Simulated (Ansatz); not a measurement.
# How glassy 96B2O3-4CaO (mol %) changes with quench rate

Does a slower quench leave a cell of lower energy?

Computed with Ansatz 0.2.0: Kohn-Sham DFT, PBE, PAW (set soft_2). Every run is a single point, with the atoms held where the recipe put them (cutoff of the plane-wave runs 420 eV, fixed occupations).

First member: 117 atoms (46 B, 1 Ca, 70 O) placed at random at 1.97 g/cm³, melted at 3000 K for 20 ps at fixed volume with the Buckingham and Coulomb pair potential of Guillot and Sator (Geochim. Cosmochim. Acta 71, 1249 (2007)) with the boron terms of Wang et al. (J. Non-Cryst. Solids 498, 294 (2018)). Quenched from 3000 K to 300 K at 10 K/ps and fixed volume, held 10 ps at zero pressure, then minimised at fixed cell.

Last member: 117 atoms (46 B, 1 Ca, 70 O) placed at random at 1.97 g/cm³, melted at 3000 K for 20 ps at fixed volume with the Buckingham and Coulomb pair potential of Guillot and Sator (Geochim. Cosmochim. Acta 71, 1249 (2007)) with the boron terms of Wang et al. (J. Non-Cryst. Solids 498, 294 (2018)). Quenched from 3000 K to 300 K at 1000 K/ps and fixed volume, held 10 ps at zero pressure, then minimised at fixed cell.

The members:

| quench rate (K/ps) | reduced formula | atoms | valence electrons | k-mesh | basis | density (g/cm³) |
| --- | --- | --- | --- | --- | --- | --- |
| 10 | CaB46O70 | 117 | 568 | 1×1×1 | plane waves | 2.01 |
| 30 | CaB46O70 | 117 | 568 | 1×1×1 | plane waves | 2.04 |
| 100 | CaB46O70 | 117 | 568 | 1×1×1 | plane waves | 2.07 |
| 300 | CaB46O70 | 117 | 568 | 1×1×1 | plane waves | 1.96 |
| 1000 | CaB46O70 | 117 | 568 | 1×1×1 | plane waves | 2.09 |

Each cell is one sample from a classical run, so sample-to-sample scatter enters every column.

The input of the first member, without its atom lines; other members have their own cell and atoms, and may differ in mesh, basis and outputs:

```yaml
crystal:
  lattice:
    - [11.11222, 0.0, 0.0]
    - [0.0, 11.11222, 0.0]
    - [0.0, 0.0, 11.11222]
  atoms:
    [... 117 lines ...]
kpoints:
  mp_grid: { grid: [1, 1, 1] }
hamiltonian:
  xc: pbe
scf:
  occupations: { method: fixed }
output:
  forces: true
  stress: true
  populations: true
  dos:
    method: { smearing: { sigma: 0.1 } }
    de: 0.1
    projected: { site_lists: { B: [B], Ca: [Ca], O: [O] } }
  eigenvalues: true
  write_density: true
  write_potential: true
  volumetric_format: npy
```

Predict the trends along the series.

Results; charges are mean Löwdin charges in e:

```
quench rate (K/ps)  energy less the first member's (meV/atom)  pressure (GPa)  r.m.s. force (eV/Å)  gap (eV)  q(Ca)   q(B)   q(O)
                10                                        0.0           -9.05                0.711                4.01  +1.83  +0.67  -0.40
                30                                       -8.6           -8.86                0.775                4.20  +1.83  +0.67  -0.40
               100                                       11.3           -8.72                0.870                3.88  +1.85  +0.67  -0.39
               300                                      -12.5           -8.87                0.739                4.34  +1.83  +0.67  -0.39
              1000                                        2.1           -8.97                0.873                2.95  +1.83  +0.67  -0.39
```

The gap is that between the highest filled and lowest empty Kohn-Sham level on the run's k-points; tail or defect levels can set it, and semilocal functionals tend to put gaps under measured ones. The projection misses up to 0.044 e an atom, so the charges add up to more than the cell's charge.

Bonds in each cell, which the recipe sets and DFT didn't move; cutoffs follow each cell's own g(r) within set bounds (mean length in Å, and neighbours of the second kind about the first):

```
quench rate (K/ps)  B-O length  B-O count  Ca-O length  Ca-O count
                10       1.400       3.02        2.574        9.00
                30       1.402       3.04        2.497        7.00
               100       1.404       3.06        2.520        7.00
               300       1.401       3.04        2.502        8.00
              1000       1.403       3.04        2.477        7.00
```

Cost on 8 threads of AMD EPYC 9R45, shared host:

```
quench rate (K/ps)  atoms        basis  k-mesh  SCF cycles   time  host memory (GiB)
                10    117  plane waves   1×1×1           9  5.3 s                1.9
                30    117  plane waves   1×1×1           9  5.4 s                1.9
               100    117  plane waves   1×1×1           9  5.1 s                1.9
               300    117  plane waves   1×1×1           9  5.4 s                1.9
              1000    117  plane waves   1×1×1           9  5.1 s                1.9
```

Times include the outputs that each run asked for, on hosts shared with other jobs.

The energy against the first member is lowest at 300 K/ps (-12.5 meV/atom) and highest at 100 K/ps (11.3 meV/atom), with no steady trend; each member is a single configuration. The slowest quench doesn't give the lowest energy; that at 300 K/ps does, by 12.5 meV/atom, which single samples of this size can't show to be real. The gap is lowest at 1000 K/ps (2.95 eV) and highest at 300 K/ps (4.34 eV), with no steady trend; in single samples it varies with the configuration. The density spans 1.96 to 2.09 g/cm³, so the columns mix its effect with that of the quench rate. The pressure lies between -9 and -8.7 GPa, with no steady trend. The cells differ in volume and aren't at zero pressure, which adds to their energy differences.

Caveats: The network of bonds at the start is that of the classical potential that made the cell, and needn't be the one that DFT or experiment would give. The cells aren't relaxed by DFT, which could reorder their energies. Even the slowest of these quenches is many orders faster than a laboratory quench. The classical runs held zero pressure, yet DFT finds pressures over 8 GPa in size in some cells, from the potential's density and bond lengths or from this functional's own volume.

[Logs are printed without paths, hosts, clocks, repeated set-up lines and the standing remarks that a program may print on its own settings, such as how far it seeks lower states.]

[Hosts, paths, dates, database ids (printed as entryN), source tags and the programs' standing remarks are cut or masked in the printed files.]
